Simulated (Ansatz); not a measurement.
# Structural relaxation of glassy CaAl2Si6O16 (175 atoms)

How does glassy CaAl2Si6O16 (175 atoms) relax, and what do bonds, charges and levels look like afterwards?

Main program and level: Ansatz 0.2.0; Kohn-Sham DFT, revPBE, PAW (set soft_2), plane waves.

**Experiments to compare with.** A Ca0.125Al0.25Si0.75O2 glass plate was measured by high-energy x-ray diffraction at 20 K and the Ca-O distance was fitted in the PDF (“Polyhedral units and network connectivity in calcium aluminosilicate glasses from high-energy x-ray diffraction”, 2000, arxiv:cond-mat/0007490): nearest Ca–O distance 2.32 Å; number of O about Ca 5.3.

## (1) The structure

The cell holds 175 atoms: 14 Al, 7 Ca, 112 O and 42 Si. Cell: a = 13.220 Å, b = 13.220 Å, c = 13.220 Å, α = 90.0°, β = 90.0°, γ = 90.0°. 175 atoms (14 Al, 7 Ca, 112 O, 42 Si) placed at random at 2.61 g/cm³, melted at 4500 K for 20 ps at fixed volume with the Morse and Coulomb pair potential with partial charges (Pedone, Malavasi, Menziani, Cormack and Segre, J. Phys. Chem. B 110, 11780 (2006)). Quenched from 4500 K to 300 K at 20 K/ps and fixed volume, held 5 ps.

What the set-up can't give: The quench rate of 20 K/ps is many orders above laboratory rates, so the cell is likely richer in defects and strain than a real sample. The starting topology of bonds comes from the classical model. Only the Γ point is sampled, in a cell whose shortest periodic width is 13 Å.

## (2) Single point at the start

The forces at the start show how far the geometry lies from a minimum of this functional.

Input file input.yaml:

```yaml
crystal:
  lattice:
    - [13.2196, 0.0, 0.0]
    - [0.0, 13.2196, 0.0]
    - [0.0, 0.0, 13.2196]
  atoms:
    - { symbol: Al, position: [0.14662, 0.13022, 0.79472] }
    - { symbol: Al, position: [0.99601, 0.28764, 0.14302] }
    - { symbol: Al, position: [0.83762, 0.1381, 0.10601] }
    - { symbol: Al, position: [0.5844, 0.58561, 0.66179] }
    [... 165 atom lines left out ...]
    - { symbol: Si, position: [0.04704, 0.93063, 0.80956] }
    - { symbol: Si, position: [0.47926, 0.28412, 0.28242] }
    - { symbol: Si, position: [0.01523, 0.70472, 0.7307] }
    - { symbol: Si, position: [0.38649, 0.66472, 0.78145] }
    - { symbol: Si, position: [0.8326, 0.51525, 0.03687] }
    - { symbol: Si, position: [0.38487, 0.12779, 0.44023] }
kpoints:
  mp_grid: { grid: [1, 1, 1] }
hamiltonian:
  xc: revpbe
scf:
  occupations: { method: fixed }
output:
  forces: true
  stress: true
  populations: true
  dos:
    method: { smearing: { sigma: 0.08 } }
    de: 0.1
    projected: { site_lists: { Al: [Al], Ca: [Ca], O: [O], Si: [Si] } }
  eigenvalues: true
```

Run with:

```bash
$ ansatz run input.yaml --threads 4 --pin off --max-ram 8192MiB --backend cpu --events-out ev --progress --plain --runs-dir out
```

The job ended after 47 s (4 threads of AMD EPYC 9R14 (Zen 4), shared host; peak memory 3.9 GiB; 2.9 min of CPU time).

The run gave:

- free energy: -110978.6605 eV
- free energy per atom: -634.1638 eV/atom
- SCF cycles: 10
- pressure: 8.375 GPa
- r.m.s. force component: 1.327 eV/Å
- longest force: 6.137 eV/Å
- Fermi energy: 4.498 eV
- gap (highest filled to lowest empty level): 3.355 eV
- spilling of the projection: 0.01263

The r.m.s. force component of 1.3 eV/Å and the pressure of 8.4 GPa set the starting point.

Neighbours are counted within 2.12 Å (O-Si), 2.19 Å (O-Al), 3.18 Å (O-Ca).

Length of the force by element and coordination:

| element | coordination | atoms | mean length of the force (eV/Å) | spread | least | most |
| --- | --- | --- | --- | --- | --- | --- |
| Al | all | 14 | 1.94 | 0.540 | 0.936 | 2.99 |
| Ca | all | 7 | 1.11 | 0.298 | 0.502 | 1.45 |
| Ca | 5 | 2 | 1.18 | 0.165 | 1.01 | 1.34 |
| Ca | 6 | 3 | 0.935 | 0.340 | 0.502 | 1.33 |
| Ca | 7 | 2 | 1.32 | 0.136 | 1.18 | 1.45 |
| O | all | 112 | 1.84 | 1.01 | 0.347 | 5.59 |
| O | 2 | 70 | 1.63 | 0.775 | 0.347 | 3.61 |
| O | 3 | 42 | 2.20 | 1.23 | 0.474 | 5.59 |
| Si | all | 42 | 2.69 | 1.21 | 0.471 | 6.14 |

## (3) Relaxation

With the cell held, the atoms are moved downhill towards a nearby minimum.

input.yaml, the sections that differ from step 2:

```yaml
output:
  forces: true
relax:
  f_tol: 0.03
  max_steps: 200
# crystal, kpoints, hamiltonian, scf: as in step 2
```

The job ended after 6.1 min (4 threads; peak memory 3.5 GiB; 23 min of CPU time).

Step by step:

```
step  energy less that of the first step (eV)  largest force component (eV/Å)
   1                                   0.0000                          5.0137
   2                                  -7.0410                          2.8984
   3                                 -11.8773                          0.8375
   4                                 -13.0393                          0.5645
   5                                 -13.4477                          0.4855
   6                                 -13.5344                          0.1957
   7                                 -13.5741                          0.2212
   8                                 -13.5976                          0.3255
   9                                 -13.6452                          0.1235
  10                                 -13.6644                          0.1556
  11                                 -13.6541                          0.2313
  12                                 -13.6562                          0.1523
  13                                 -13.6832                          0.0668
  14                                 -13.6967                          0.0492
  15                                 -13.6739                          0.2874
  16                                 -13.7048                          0.0688
  17                                 -13.6968                          0.3431
  18                                 -13.7092                          0.0163
```

Relaxation steps 11, 12, 15, 17 were tried and not accepted.

The atoms that moved most (Å):

```csv
atom,dx,dy,dz,length
O74,0.619,-0.183,-0.112,0.656
O45,0.081,-0.296,0.447,0.542
O106,0.330,0.252,0.229,0.474
O91,-0.273,-0.352,-0.147,0.469
O64,-0.399,0.176,0.160,0.465
O62,0.050,0.421,-0.182,0.462
O121,0.186,-0.219,-0.305,0.419
O81,0.214,-0.350,0.043,0.412
```

The relaxation changed the energy by -78.3 meV/atom, and atoms moved by 0.21 Å r.m.s., 0.66 Å at most.

## (4) Structure statistics after relaxation

Bonds before and after, by the cutoffs listed below:

```
pair  bonds before  bonds after  mean before (Å)  mean after (Å)  spread before (Å)  spread after (Å)
O-Si           168          168            1.618           1.643              0.053             0.037
O-Al            57           58            1.775           1.801              0.106             0.075
O-Ca            40           41            2.512           2.461              0.173             0.178
```

Density 2.61 g/cm³, 13.20 Å³ an atom.

g(r), total and by pair (bins of 0.2 Å):

```
r (Å)  total   O-O   O-Si  O-Al  O-Ca  Si-Si  Si-Al
 1.50   0.27  0.00   0.86  0.00  0.00   0.00   0.00
 1.70   4.20  0.00  11.27  7.21  0.00   0.00   0.00
 1.90   0.31  0.00   0.06  2.88  0.00   0.00   0.00
 2.10   0.11  0.00   0.00  0.43  1.26   0.00   0.00
 2.30   0.10  0.00   0.00  0.00  1.94   0.00   0.00
 2.50   0.57  0.98   0.00  0.00  3.24   0.00   0.24
 2.70   2.00  4.54   0.05  0.39  1.47   0.00   0.00
 2.90   0.82  1.53   0.07  0.00  0.15   1.56   1.46
 3.10   0.85  0.79   0.27  0.36  0.12   3.35   3.58
 3.30   0.83  0.62   0.66  0.81  0.32   1.59   2.62
 3.50   0.86  0.66   1.19  1.25  0.58   0.08   0.39
 3.70   0.94  0.63   1.42  1.45  0.61   0.00   0.23
 3.90   1.15  0.67   1.86  1.27  1.37   0.81   0.61
 4.10   1.19  0.80   1.83  1.40  1.26   0.86   0.85
 4.30   1.23  0.81   1.67  1.92  1.19   1.19   1.35
 4.50   0.89  0.83   0.71  1.30  1.21   1.23   0.85
 4.70   1.02  1.28   0.73  0.80  1.27   1.03   0.77
 4.90   1.05  1.22   0.69  0.63  1.87   1.60   1.25
 5.10   1.16  1.63   0.72  0.79  0.95   1.21   1.26
 5.30   1.05  1.31   0.81  0.83  0.71   1.19   1.11
 5.50   0.90  0.89   0.90  0.91  0.81   0.89   1.61
 5.70   0.84  0.85   0.89  0.71  0.44   0.97   0.86
 5.90   0.99  0.84   1.17  0.98  0.88   0.90   1.26
 6.10   0.93  0.85   1.12  0.93  0.89   0.67   0.81
 6.30   0.98  0.86   1.11  1.19  1.22   0.68   0.87
 6.50   0.97  0.81   1.17  1.34  0.75   0.67   0.63
```

Bonds by pair of elements; cutoffs follow the first minimum of g(r), held within bounds set by covalent radii, and pairs that aren't listed don't count as bonded:

```csv
pair A-B,cutoff (Å),bonds,mean length (Å),spread (Å),shortest (Å),B about A,A about B
O-Si,2.12,168,1.64,0.037,1.58,1.5,4
O-Al,2.38,58,1.80,0.075,1.70,0.518,4.14
O-Ca,2.98,41,2.46,0.178,2.11,0.366,5.86
```

How many atoms have how many bonded neighbours:

```csv
element,mean,2,3,4,5,6,7
Al,4.14,0,0,12,2,0,0
Ca,5.86,0,0,0,3,2,2
O,2.38,69,43,0,0,0,0
Si,4,0,0,42,0,0,0
```

Bond angles, per cent of each kind in bins of 5°:

```csv
angle (°),O-Si-O,O-Ca-O,O-Al-O,Si-O-Si,Ca-O-Si
55–60,0.0,5.9,0.0,0.0,0.0
60–65,0.0,5.9,0.0,0.0,0.0
65–70,0.0,6.9,0.0,0.0,0.0
70–75,0.0,2.0,1.1,0.0,0.0
75–80,0.0,6.9,1.1,0.0,0.0
80–85,0.0,5.9,2.2,0.0,0.0
85–90,0.0,4.9,2.2,0.0,7.7
90–95,0.4,6.9,9.8,0.0,15.4
95–100,3.2,5.9,5.4,0.0,11.5
100–105,15.5,3.9,18.5,0.0,3.9
105–110,40.1,5.9,19.6,0.0,9.6
110–115,24.2,9.8,15.2,0.0,1.9
115–120,12.7,3.9,10.9,6.7,5.8
120–125,3.2,2.9,3.3,6.7,5.8
125–130,0.8,3.9,3.3,8.3,13.5
130–135,0.0,2.0,3.3,11.7,7.7
135–140,0.0,3.9,0.0,5.0,5.8
140–145,0.0,4.9,2.2,16.7,3.9
145–150,0.0,2.0,0.0,10.0,3.9
150–155,0.0,0.0,0.0,8.3,1.9
155–160,0.0,0.0,2.2,11.7,1.9
160–165,0.0,1.0,0.0,5.0,0.0
165–170,0.0,2.0,0.0,6.7,0.0
170–175,0.0,1.0,0.0,3.3,0.0
175–180,0.0,2.0,0.0,0.0,0.0
```

Bond angles (no mean is given where the spread exceeds 20°):

```
  angle  count  mean (°)  spread (°)
 O-Si-O    252       109         5.6
 O-Ca-O    102         -           -
 O-Al-O     92       108        14.8
Si-O-Si     60       144        14.9
Ca-O-Si     52       115        19.6
```

Oxygen atoms by the number of network formers (Si, P, Ge, B, Al, As, Ga) bound to them:

| network formers bound to O | O atoms | per cent |
| --- | --- | --- |
| 0 | 0 | 0 |
| 1 | 7 | 6.2 |
| 2 | 96 | 85.7 |
| 3 | 9 | 8 |

Network units: each former by its oxygen neighbours and how many of them bridge to another former:

```csv
former,O neighbours,bridging O,atoms
Si,4,3,7
Si,4,4,35
Al,4,4,12
Al,5,5,2
```

Bond length by coordination (bonds to H left out):

| element | coordination | atoms | mean bond length (Å) |
| --- | --- | --- | --- |
| Al | 4 | 12 | 1.78 |
| Al | 5 | 2 | 1.88 |
| Ca | 5 | 3 | 2.44 |
| Ca | 6 | 2 | 2.46 |
| Ca | 7 | 2 | 2.49 |
| O | 2 | 69 | 1.66 |
| O | 3 | 43 | 1.95 |

Rings of the network by King's shortest-path rule, up to 12 atoms, one path for each pair of neighbours; H, halogens, alkali and alkaline-earth atoms are left out, and the last column divides by all other atoms, bonded or not:

```
ring size (atoms)  rings  per network atom
                4      3             0.018
                6      5              0.03
                8     20             0.119
               10     21             0.125
               12     36             0.214
```

For some of the pairs, g(r) has its first main peak near 2.7 Å (O-O), 1.6 Å (O-Si), 1.8 Å (O-Al), 2.4 Å (O-Ca), 3.1 Å (Si-Si) and 3.1 Å (Si-Al). By these cutoffs 86 % of Al atoms have 4, 43 % of Ca atoms have 5, 62 % of O atoms have 2 and all Si atoms have 4 bonded neighbours. The O-Si-O angle averages 109° with a spread of 6°. 86 % of the oxygens bridge two formers (Si and Al) and 6 % are non-bridging; 8 % join three. The commonest Si unit has 4 oxygens, 4 of them shared with other formers (35 of 42 atoms). Rings of 12 atoms are the most common (42 % of those counted); sizes run from 4 to 12, where the search stops.

## (5) Single point at the relaxed geometry

The electronic structure is read at the final geometry, in a run of its own.

Input file input.yaml:

```yaml
crystal:
  lattice:
    - [13.2196, 0.0, 0.0]
    - [0.0, 13.2196, 0.0]
    - [0.0, 0.0, 13.2196]
  atoms:
    - { symbol: Al, position: [0.14112, 0.13503, 0.79492] }
    - { symbol: Al, position: [0.99866, 0.30144, 0.16612] }
    - { symbol: Al, position: [0.82274, 0.14134, 0.11372] }
    - { symbol: Al, position: [0.58652, 0.58734, 0.6554] }
    [... 165 atom lines left out ...]
    - { symbol: Si, position: [0.04036, 0.93339, 0.81647] }
    - { symbol: Si, position: [0.48181, 0.28079, 0.29025] }
    - { symbol: Si, position: [0.01323, 0.70522, 0.73425] }
    - { symbol: Si, position: [0.39016, 0.66214, 0.78466] }
    - { symbol: Si, position: [0.82974, 0.52363, 0.04181] }
    - { symbol: Si, position: [0.38072, 0.12685, 0.43951] }
kpoints:
  mp_grid: { grid: [1, 1, 1] }
hamiltonian:
  xc: revpbe
scf:
  occupations: { method: fixed }
output:
  forces: true
  stress: true
  populations: true
  dos:
    method: { smearing: { sigma: 0.08 } }
    de: 0.1
    projected: { site_lists: { Al: [Al], Ca: [Ca], O: [O], Si: [Si] } }
  eigenvalues: true
  write_density: true
  write_potential: true
  volumetric_format: npy
  elf: true
```

Elapsed: 47 s, on 4 threads; peak memory 3.9 GiB; 3 min of CPU time.

Read from the output:

```
free energy                                      : -110992.3697 eV
free energy per atom                             : -634.2421 eV/atom
SCF cycles                                       : 9
pressure                                         : 1.944 GPa
r.m.s. force component                           : 0.00425 eV/Å
longest force                                    : 0.02434 eV/Å
Fermi energy                                     : 4.19 eV
gap (highest filled to lowest empty level) : 3.781 eV
spilling of the projection                       : 0.01262
```

Löwdin charges by element and coordination (they lack the spilled electrons, 0.069 e an atom on average):

```
element  coordination  atoms  mean charge (e)  spread   least    most
     Al           all     14             1.37  0.0277    1.30    1.41
     Al             4     12             1.38   0.019    1.34    1.41
     Al             5      2             1.34  0.0486    1.30    1.39
     Ca           all      7             1.81  0.0095    1.80    1.83
     Ca             5      3             1.81  0.0117    1.80    1.83
     Ca             6      2             1.80  0.0049     1.8    1.81
     Ca             7      2             1.82  0.0016    1.82    1.82
      O           all    112           -0.833  0.0609   -1.03  -0.756
      O             2     69           -0.812  0.0449  -0.986  -0.758
      O             3     43           -0.868  0.0672   -1.03  -0.756
     Si           all     42             1.75   0.035    1.66    1.82
```

States in the cell by windows of 1 eV, zero at the Fermi level; the larger projections on atomic orbitals stand beside the total:

```csv
from (eV),to (eV),total,O p,Si p,O s
-18,-17,50.4,0.6,5.4,39.2
-17,-16,12.7,0.2,0.9,9.8
-16,-15,2.0,0.0,0.2,1.5
-15,-11,0.0,0.0,0.0,0.0
-11,-10,5.7,3.8,0.2,0.2
-10,-9,17.6,11.7,0.8,0.8
-9,-8,27.3,18.7,2.0,1.3
-8,-7,33.6,24.4,4.3,1.1
-7,-6,58.5,44.8,8.9,0.7
-6,-5,56.8,44.3,6.6,1.7
-5,-4,87.5,73.0,6.4,2.8
-4,-3,112.7,101.1,4.4,2.3
-3,-2,133.3,124.6,2.9,1.5
-2,-1,109.4,104.4,1.5,0.8
-1,0,28.5,27.2,0.4,0.2
0,1,1.2,1.2,0.0,0.0
1,3,0.0,0.0,0.0,0.0
3,4,2.0,0.0,0.0,0.5
4,5,5.0,0.4,0.6,0.8
```

The curve was stored every 0.10 eV, coarse against its broadening of 0.08 eV, so these counts are rough.

With fixed occupations the program's Fermi level is the highest filled level; weight inside the gap is the broadening of levels at its edges.

Between -26 and -18 eV lie 201 more states.

The levels nearest the highest filled one (over half full), pooled over k-points and spins:

```csv
level less the highest filled one (eV),occupation
-0.579,2
-0.573,2
-0.518,2
-0.404,2
-0.156,2
0,2
3.78,0
4.85,0
4.89,0
4.98,0
5.08,0
5.13,0
```

Mean Löwdin charges: Al +1.37, Ca +1.81, O -0.83, Si +1.75 e (they miss 1.3 % of the electrons, so they add up to more than the cell's charge).

## (6) Summary of results

| Property | Result |
| --- | --- |
| energy change in the relaxation | -78.34 meV/atom |
| r.m.s. displacement | 0.213 Å |
| largest displacement | 0.656 Å |
| free energy per atom | -634.2421 eV/atom |
| pressure | 1.944 GPa |
| r.m.s. force component | 0.00425 eV/Å |
| gap (highest filled to lowest empty level) | 3.781 eV |
| wall time of the 3 DFT runs | 7.6 min |

Relaxation lowers the energy by 78.3 meV/atom and moves atoms by 0.21 Å r.m.s.; the r.m.s. force component goes from 1.3 to 0.0043 eV/Å, the pressure goes from 8.4 to 1.9 GPa, and the gap from 3.35 to 3.78 eV. By the final cutoffs 0 of 265 bonded pairs parted and 2 joined. First to last step the energy falls by 13.709 eV; the largest move, 0.66 Å, is that of O74. The O-Ca bonds change most in mean length: from 2.512 Å (spread 0.173) to 2.461 Å (spread 0.178), and their number from 40 to 41. By these cutoffs 86 % of Al atoms have 4, 43 % of Ca atoms have 5, 62 % of O atoms have 2 and all Si atoms have 4 bonded neighbours. 86 % of the oxygens bridge two formers (Si and Al) and 6 % are non-bridging; 8 % join three. The highest filled and lowest empty levels differ by 3.78 eV (at Γ alone); a semilocal functional tends to put such gaps too low. In a disordered cell it changes from sample to sample, and tail or defect levels can set it.

**Limits.** The network of bonds at the start is that of the classical potential that made the cell; in DFT 0 of its 265 bonded pairs passed out of the cutoffs and 2 came within them. The pressure of 1.9 GPa says that the cell would expand at this level of theory.

Calculation beside experiment:

```csv
quantity,measured,this cell,difference,method of the measurement
nearest Ca–O distance,2.32 Å,2.42 Å,+4.3 %,"high-energy XRD, PDF Gaussian fit"
number of O about Ca,5.3,5.86,+10.5 %,"high-energy XRD, PDF Gaussian fit"
```

The cell differs from the measured distances by up to 4.3 % and neighbour counts by up to 10.5 %. Distances of this cell are positions of the first main peak of g(r), or bond means where the peak is narrow; means over all bonds within a cutoff lie farther out for broad shells. The network comes from the model that made the cell; in DFT 0 of its 265 bonded pairs passed out of the cutoffs and 2 came within them. Our coordination numbers hang on a cutoff, and experiments count neighbours in their own ways.

[Logs are printed without paths, hosts, clocks, repeated set-up lines and the standing remarks that a program may print on its own settings, such as how far it seeks lower states.]

[Hosts, paths, dates, database ids (printed as entryN), source tags and the programs' standing remarks are cut or masked in the printed files.]
